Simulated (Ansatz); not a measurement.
# AlInCu2Se2S2: complex band structure, part 2 of 3

Wanted: the relaxed cell of AlInCu2Se2S2, its band edges and its decay constants. It is built by putting In for part of the Al in the AlCuSeS structure of space group I2_12_12_1, with the volume rescaled by atomic radii. The parent structure comes from the Materials Project.

Ansatz 0.2.0; r2SCAN DFT, plane waves, PAW files (the session's first sound run).

So far. Step 2 (Cell and atoms at rest): The largest force component on a free atom ends at 0.0042 eV/Å.

The structure was built from a prototype and need not be the compound's stable phase.

### 3. Band edges

The energy window and the wavevectors of the next steps follow from the band edges, so these are searched first, off the mesh as well.

Input file input.yaml:

```yaml
crystal:
  lattice:
    - [-2.7799095476, 2.7842931536, 5.5468417858]
    - [2.7799095476, -2.7842931536, 5.5468417858]
    - [2.7628113978, 2.7672400211, -5.5468417858]
  atoms:
    - { symbol: In, position: [0.3776039179, 0.1276039179, 0.25] }
    - { symbol: Al, position: [0.1201095912, 0.3701095912, 0.75] }
    - { symbol: Cu, position: [0.8908834458, 0.6408834458, 0.25] }
    - { symbol: Cu, position: [0.6121310137, 0.8621310137, 0.75] }
    - { symbol: Se, position: [0.9741836997, 0.7246140177, 0.7135235826] }
    - { symbol: Se, position: [0.5110904351, 0.2606601172, 0.7864764174] }
    - { symbol: S, position: [0.7737495583, 0.0016698237, 0.2614214856] }
    - { symbol: S, position: [0.2402483382, 0.5123280728, 0.2385785144] }
kpoints:
  mp_grid: { grid: [6, 6, 6] }
  band_path: { path: [VBM, CBM], npoints: 30 }
scf:
  occupations: { method: fixed }
hamiltonian:
  xc: r2scan
output:
  eigenvalues: true
  write_potential: true
  write_density: true
  volumetric_format: npy
  elf: true
```

On the command line:

```
$ ansatz run input.yaml --threads 2 --pin off --max-ram 4096MiB --backend cpu --events-out ev --progress --plain --runs-dir out
```

Numbers of over 12 decimals in the logs are rounded to 6 here.

Output:

```text
[...]
Crystal: 8 atoms, lattice volume = 170.678 Å³
Basis set: ecut = 500 eV, 4337 PW (Γ), exchange–correlation on 200×200×200 points (64 copies of the dense FFT grid, shifted against one another)
Bands: 59, of which v1, the nominal top of the filled ones, is band 49 counted from 1 (48 counted from 0)
Symmetry: 2 space group operations
[...]
k-points: 68 of 216 (time reversal used)
[...]
SCF iter   1: F=—  HF=-32188.376390 eV  |F-HF|=—  |Δ(HF+E_count)|=         —  Δρ=2.16e-2  dr2=5.44e-1  dr2_τ=3.11e-2  ethr=1.77e-3  ⟨swp⟩=5.0  Hψ=12917  notcnv=0  defer=501
[...]
SCF iter  10: F=-32188.349475 eV  HF=-32188.349475 eV  |F-HF|=2.05e-9  |Δ(HF+E_count)|=   1.09e-7  Δρ=3.73e-6  dr2=2.58e-8  dr2_τ=2.78e-10  ethr=1.02e-10  ⟨swp⟩=10.5  Hψ=14315  notcnv=0
SCF 1 converged in 10 iterations: F = -32188.349475 eV  dr2 = 2.58e-8
[...]
NSCF: frozen V_eff on 68 k-points
[...]
SCF converged after 10 iterations
Free energy (F): -32188.349475 eV
[...]
Internal energy: -32188.349475 eV  (E = F + TS)
E sigma→0 (E₀):  -32188.349475 eV
Fermi energy:    7.893842 eV
[...]
--- Band table (eV; the first three rows and the last of 68) ---
  k-point 0: bands = [... 45 lower, 6.5889, 7.8094, 7.8829, 7.8938, 8.8245, 10.2833, 10.9241, 12.2128, ... 6 higher]
  k-point 1: bands = [... 45 lower, 6.7479, 7.1536, 7.6989, 7.8093, 9.6806, 10.7536, 11.5691, 12.1269, ... 6 higher]
  k-point 2: bands = [... 45 lower, 6.9143, 7.0166, 7.4176, 7.6823, 10.1302, 11.1595, 11.4006, 11.9677, ... 6 higher]
  k-point 67: bands = [... 45 lower, 6.9546, 7.0017, 7.0159, 7.3856, 9.8658, 9.9874, 10.3876, 11.1243, ... 6 higher]
```

It took 1.8 min on 2 threads of Intel Xeon Platinum 8488C (Sapphire Rapids), shared host; peak memory 1.4 GiB.

In the SCF lines HF is the Harris–Foulkes energy and dr2 the Hartree energy of the density residual, in eV; the loop may stop once dr2 is under the threshold and the program's other checks hold. Hψ counts applications of the Hamiltonian.

Numbers from this step:

```yaml
fermi_energy: 7.894 eV
gap_on_the_k_mesh: 0.9307 eV
gap_on_path: 0.9307 eV, by band count; negative where bands overlap
direct_gap_on_path: 0.9307 eV
edge_places_on_path: 0, 0 1/A along the path
```

Levels at VBM (eV): -6.98, -5.98, -5.25, -4.76, -4.55, -4.52, -4.30, -3.82, -3.68, -3.27, -3.22, -2.94, -1.85, -1.78, -1.66, -1.45, -1.42, -1.40, -1.30, -0.08, -0.01, 0.00, 0.93, 2.39, 3.03, 4.32, 4.52, 5.22, 5.35, 5.40, 5.69, 5.85.

ELF in the ab plane of the conventional cell at fractional z = 0.000, with atoms of In and Cu and S within 0.2 Å of it. It is the smooth field of the valence electrons, not physical close to the nuclei.

Ten even steps from '_' (0.01) to '@' (0.84), each cell a mean:
```
..::**@@%%++##@@##--::::::++@@@@++**@@%%--..
++--::**@@@@@@%%==::....::::**@@@@@@%%==::==
@@==::::++****--::..______::::++****==::::##
==::::..........::::____..::::..........::==
........______..::::::::::::..______........
......__________......::....____________....
____________________....____________________
____________________________________________
______..--++++--..__________::==++==::______
____::**%%@@@@##++::______--**%%@@%%##==..__
__::++%%@@####%%%%==..__::##@@%%##%%@@##--__
..--##@@##..::%%@@++::..--%%@@==..==@@%%++..
::::++@@@@++**@@%%--....::**@@%%++##@@##--::
..::::**@@@@@@%%==::==++--::**@@@@@@%%==::..
____::::++****==::::##@@==::::++****--::..__
__..::::..........::====::::..........::::__
::::::..______................______..::::::
::....____________..........__________......
..________________________________________..
____________________________________________
______::==++==::____________..--++++--..____
____--**%%@@%%##==..______::**%%@@@@##++::__
__::##@@%%##%%@@##--____::++%%@@####%%%%==..
..--%%@@==..==@@%%++....--##@@##..::%%@@++::
```
Columns run along a (7.9 Å), rows up along b (11.1 Å), edges of the conventional cell, whose origin can differ from the input's. Atoms in or near the plane, at fractional coordinates: In at (0.00, 0.38), In at (0.50, 0.88), Cu at (0.50, 0.39), Cu at (0.00, 0.89), S at (0.77, 0.01), S at (0.27, 0.51), S at (0.23, 0.01), S at (0.73, 0.51).

Electrostatic potential energy in the ab plane of the conventional cell at fractional z = 0.000, with atoms of In and Cu and S within 0.2 Å of it. With pseudopotentials it is smooth inside the atoms' cores, unlike the true potential.

Ten even steps from '0' (-36 eV) to '9' (12 eV), each cell a mean:
```
6785111588667872113787
0268656874112687667840
0059999861000379999720
0279999862000489999851
7899999986435789999987
9999999998888999999999
9999999999999999999999
9999999999999999999999
9999999999999999999999
9999877899999998789999
9998422489999962126999
9996122169999831313899
6787211378767851115886
1268766784002686568741
0037999972000599998610
0048999985102799998620
3578999998778999999864
8899999999999999999988
9999999999999999999999
9999999999999999999999
9999999999999999999999
9999878999999998778999
9996212699999984224899
9983131389999961221699
```
Columns run along a (7.9 Å; values clipped at the 3rd and 97th percentile), rows up along b (11.1 Å), edges of the conventional cell, whose origin can differ from the input's. Atoms in or near the plane, at fractional coordinates: In at (0.00, 0.38), In at (0.50, 0.88), Cu at (0.50, 0.39), Cu at (0.00, 0.89), S at (0.77, 0.01), S at (0.27, 0.51), S at (0.23, 0.01), S at (0.73, 0.51).

Valence density in the ab plane of the conventional cell at fractional z = 0.000, with atoms of In and Cu and S within 0.2 Å of it. It is the smooth field of the valence electrons, not physical close to the nuclei.

Ten steps, logarithmic in the rise over the least value, from '_' (0 e/Å³) to '@' (49 e/Å³), each cell a mean:
```
::....::::::::::..............::::::::......
##++::............::====--..............--**
@@##::__________..==****++::..________..==@@
**==..__________..--++**==::____________::**
....______________..::::::________________..
____________________________________________
____________________________________________
____________________________________________
____________________________________________
________........______________......________
______..::::::::..__________..::::::..______
______..::....::..________..::::__::::..____
........::::::::......::....::::::::::......
==--..............--**##++::............::==
**++::..________..==@@@@##::__________..==**
**==::____________::****==..__________..--++
::::________________......______________..::
____________________________________________
____________________________________________
____________________________________________
____________________________________________
________......________________........______
______..::::::..____________..::::::::..____
____..::::__::::..__________..::....::..____
```
Columns run along a (7.9 Å), rows up along b (11.1 Å), edges of the conventional cell, whose origin can differ from the input's. Atoms in or near the plane, at fractional coordinates: In at (0.00, 0.38), In at (0.50, 0.88), Cu at (0.50, 0.39), Cu at (0.00, 0.89), S at (0.77, 0.01), S at (0.27, 0.51), S at (0.23, 0.01), S at (0.73, 0.51).

The searched edges give 0.931 eV, as on the mesh.

### 4. Complex bands

This step: r2SCAN DFT, plane waves, PAW files; complex bands by layer matching along the plane's normal (Ansatz 0.2.0).

The same crystal is laid in a cell whose first two vectors span the (010) plane (indices of the standard conventional cell, whose axes can be ordered otherwise than in the bulk input). At fixed energy and wavevector in the plane the solver finds all kz, real and complex. A few wavevectors are listed, (0, 0) and (0.5, 0) in units of the plane's reciprocal vectors; the slowest state needn't be among them.

Input file input.yaml:

```yaml
crystal:
  lattice:
    - [5.542747179, 0.0, 0.0]
    - [-0.034178233, 5.551454295, 0.0]
    - [2.754284473, 2.775727147, 5.546841786]
  atoms:
    - { symbol: In, position: [0.8723960821, 0.1223960821, 0.2552078358] }
    - { symbol: Al, position: [0.6298904088, 0.3798904088, 0.7402191824] }
    - { symbol: Cu, position: [0.3591165542, 0.6091165542, 0.2817668916] }
    - { symbol: Cu, position: [0.1378689863, 0.8878689863, 0.7242620274] }
    - { symbol: Se, position: [0.7393398829, 0.9889095649, 0.9852741348] }
    - { symbol: Se, position: [0.2753859823, 0.5258163002, 0.9852741348] }
    - { symbol: S, position: [0.4876719272, 0.2597516618, 0.5139978965] }
    - { symbol: S, position: [0.9983301762, 0.7262504416, 0.5139978965] }
kpoints:
  mp_grid: { grid: [6, 6, 6] }
scf:
  occupations: { method: fixed }
hamiltonian:
  xc: r2scan
output:
  eigenvalues: true
  transmission:
    leads: [[0, 0]]
    kpoints: [[0.0, 0.0], [0.5, 0.0]]
    e_range: [-1.0, 1.93]
    de: 0.07
```

Output:

```text
[...]
Crystal: 8 atoms, lattice volume = 170.678 Å³
Basis set: ecut = 500 eV, 4337 PW (Γ), exchange–correlation on 180×180×200 points (64 copies of the dense FFT grid, shifted against one another)
Bands: 59, of which v1, the nominal top of the filled ones, is band 49 counted from 1 (48 counted from 0)
Symmetry: 2 space group operations
[...]
k-points: 68 of 216 (time reversal used)
[...]
SCF iter   1: F=—  HF=-32188.376461 eV  |F-HF|=—  |Δ(HF+E_count)|=         —  Δρ=2.16e-2  dr2=5.44e-1  dr2_τ=3.11e-2  ethr=1.77e-3  ⟨swp⟩=5.0  Hψ=12935  notcnv=0  defer=497
[...]
SCF iter  10: F=-32188.349475 eV  HF=-32188.349475 eV  |F-HF|=2.11e-9  |Δ(HF+E_count)|=   1.09e-7  Δρ=3.72e-6  dr2=2.57e-8  dr2_τ=2.78e-10  ethr=1.02e-10  ⟨swp⟩=10.5  Hψ=14277  notcnv=0
SCF 1 converged in 10 iterations: F = -32188.349475 eV  dr2 = 2.57e-8
[...]
transmission: 8 of 16 steps passed
transmission: 16 of 16 steps passed
SCF converged after 10 iterations
Free energy (F): -32188.349475 eV
[...]
Internal energy: -32188.349475 eV  (E = F + TS)
E sigma→0 (E₀):  -32188.349475 eV
Fermi energy:    7.893841 eV
[...]
--- Band table (eV; the first three rows and the last of 68) ---
  k-point 0: bands = [... 45 lower, 6.5889, 7.8094, 7.8829, 7.8938, 8.8245, 10.2833, 10.9241, 12.2128, ... 6 higher]
  k-point 1: bands = [... 45 lower, 6.6068, 7.5434, 7.6572, 7.7298, 9.3629, 10.4243, 10.9903, 11.5473, ... 6 higher]
  k-point 2: bands = [... 45 lower, 6.8101, 7.1988, 7.3126, 7.4652, 9.8715, 10.4566, 10.7251, 10.7296, ... 6 higher]
  k-point 67: bands = [... 45 lower, 7.1372, 7.3739, 7.5119, 7.6312, 9.5719, 10.4651, 11.9263, 11.9348, ... 6 higher]
--- Transmission ---
  basis      : 325 plane waves across, 8 finite elements along
  points     : 2, as listed
  energies   : 42 from -1.000000 to 1.870000 eV about the Fermi level, 0.070000 eV apart; the leads are filled to 0.465354 eV, and channels, transmission and decay are at 0.470000 eV
  crystal 0  : In1Cu2S2Al1Se2, at the sites [0, 0], period 5.5468 Å: whole cells are its period
    offset         : up to 0.0000 Å between an atom of the period and one for which it stands
    channels       : 0.000000e0 a spin
    conductance    : none, the energies end too early or step too widely for 300 K: set another output.transmission.e_range or a lower de, or, where they end at an eighth of basis.ecutwfc, a higher one
    slowest decay  : 0.1033 /Å at (0.0000, 0.0000)
```

Run time: 1.8 min. Hardware: 2 threads; peak memory 1.7 GiB.

Numbers from this step:

* level to which the leads are filled: 0.4654 eV from the Fermi level
* decay constant at the filling level, zone centre: 0.1033 Å⁻¹
* decay constant at the filling level, slowest listed point: 0.1033 Å⁻¹

K parallel (0, 0); values up to 1.5 1/Å, a degenerate pair printed once or twice; energies at which all values exceed this have no row. The Im kz of the slowest decaying states by energy, zero at the highest filled level on the SCF mesh:

```
energy (eV)  decay 1 (Å⁻¹)  decay 2 (Å⁻¹)  decay 3 (Å⁻¹)  decay 4 (Å⁻¹)
      -1.00         0.0350          0.163          0.404          0.473
      -0.86          0.187          0.407          0.528          0.630
      -0.72          0.185          0.410          0.470          0.645
      -0.58          0.154          0.413          0.438          0.591
      -0.44          0.197          0.414          0.420          0.564
      -0.30          0.234          0.408          0.414          0.549
      -0.16          0.253          0.398          0.412          0.539
      -0.02          0.116          0.264          0.390          0.409
       0.12         0.0742          0.158          0.199          0.270
       0.26         0.0962          0.219          0.250          0.273
       0.40          0.103          0.260          0.272          0.287
       0.61         0.0963          0.267          0.305          0.328
       0.75         0.0790          0.261          0.327          0.338
       0.89         0.0403          0.253          0.326          0.346
       1.03          0.243          0.312          0.348          0.361
       1.17          0.231          0.297          0.334          0.374
       1.31          0.216          0.280          0.320          0.385
       1.45          0.199          0.259          0.303          0.394
       1.59          0.179          0.234          0.285          0.401
       1.73          0.154          0.201          0.264          0.407
       1.87          0.123          0.148          0.241          0.364
```

K parallel (0, 0). Re kz of states that move upwards against energy, zero at the highest filled level on the SCF mesh:

| energy (eV) | channel 1 (Å⁻¹) | channel 2 (Å⁻¹) | channel 3 (Å⁻¹) |
| --- | --- | --- | --- |
| -1.00 | 0.479 | - | - |
| -0.86 | -0.539 | -0.511 | - |
| -0.72 | -0.451 | -0.395 | - |
| -0.58 | -0.377 | -0.304 | - |
| -0.44 | -0.389 | -0.305 | -0.230 |
| -0.30 | -0.279 | -0.229 | -0.167 |
| -0.16 | -0.186 | -0.130 | -0.108 |
| -0.02 | -0.0433 | -0.0340 | - |
| 0.12 | - | - | - |
| 0.26 | - | - | - |
| 0.40 | - | - | - |
| 0.47 | - | - | - |
| 0.61 | - | - | - |
| 0.75 | - | - | - |
| 0.89 | - | - | - |
| 1.03 | 0.0674 | - | - |
| 1.17 | 0.111 | - | - |
| 1.31 | 0.148 | - | - |
| 1.45 | 0.184 | - | - |
| 1.59 | 0.220 | - | - |
| 1.73 | 0.260 | - | - |
| 1.87 | 0.310 | - | - |

K parallel (0.5, 0); values up to 1.5 1/Å, a degenerate pair printed once or twice; energies at which all values exceed this have no row. Im kz of the slowest decaying states against energy, zero at the highest filled level on the SCF mesh:

| energy (eV) | decay 1 (Å⁻¹) | decay 2 (Å⁻¹) | decay 3 (Å⁻¹) | decay 4 (Å⁻¹) |
| --- | --- | --- | --- | --- |
| -1.00 | 0.00659 | 0.211 | 0.227 | 0.716 |
| -0.86 | 0.109 | 0.271 | 0.754 | 1.10 |
| -0.72 | 0.132 | 0.292 | 0.794 | 1.10 |
| -0.58 | 0.133 | 0.218 | 0.296 | 0.846 |
| -0.44 | 0.195 | 0.260 | 0.280 | 0.935 |
| -0.30 | 0.201 | 0.229 | 0.287 | 0.908 |
| -0.16 | 0.255 | 0.307 | 0.845 | 1.13 |
| -0.02 | 0.316 | 0.332 | 0.813 | 1.11 |
| 0.12 | 0.324 | 0.404 | 0.801 | 1.09 |
| 0.26 | 0.331 | 0.337 | 0.450 | 0.810 |
| 0.40 | 0.336 | 0.349 | 0.484 | 0.904 |
| 0.61 | 0.340 | 0.365 | 0.522 | 0.811 |
| 0.75 | 0.340 | 0.375 | 0.545 | 0.697 |
| 0.89 | 0.339 | 0.383 | 0.595 | 1.12 |
| 1.03 | 0.337 | 0.392 | 0.573 | 1.17 |
| 1.17 | 0.333 | 0.401 | 0.554 | 1.21 |
| 1.31 | 0.329 | 0.411 | 0.534 | 1.18 |
| 1.45 | 0.323 | 0.423 | 0.512 | 1.16 |
| 1.59 | 0.316 | 0.440 | 0.487 | 1.14 |
| 1.73 | 0.307 | 0.457 | 0.460 | 1.09 |
| 1.87 | 0.297 | 0.437 | 0.464 | 1.04 |

At the listed wavevectors the last open channel is at -0.02 eV and the next at +0.96 eV on the grid. At +0.47 eV, the grid energy nearest the filling level (the middle of the gap on the SCF mesh), the slowest state at the listed wavevectors decays with κ = 0.103 Å⁻¹, its amplitude falling by e over 9.7 Å. Through 1 nm of this crystal that state's transmission falls by exp(−2 × 0.103 Å⁻¹ × 10 Å) = 0.13.

[end of part 2 of 3]

[Logs are printed without paths, hosts, clocks, repeated set-up lines and the standing remarks that a program may print on its own settings, such as how far it seeks lower states.]

[Hosts, paths, dates, database ids (printed as entryN), source tags and the programs' standing remarks are cut or masked in the printed files.]
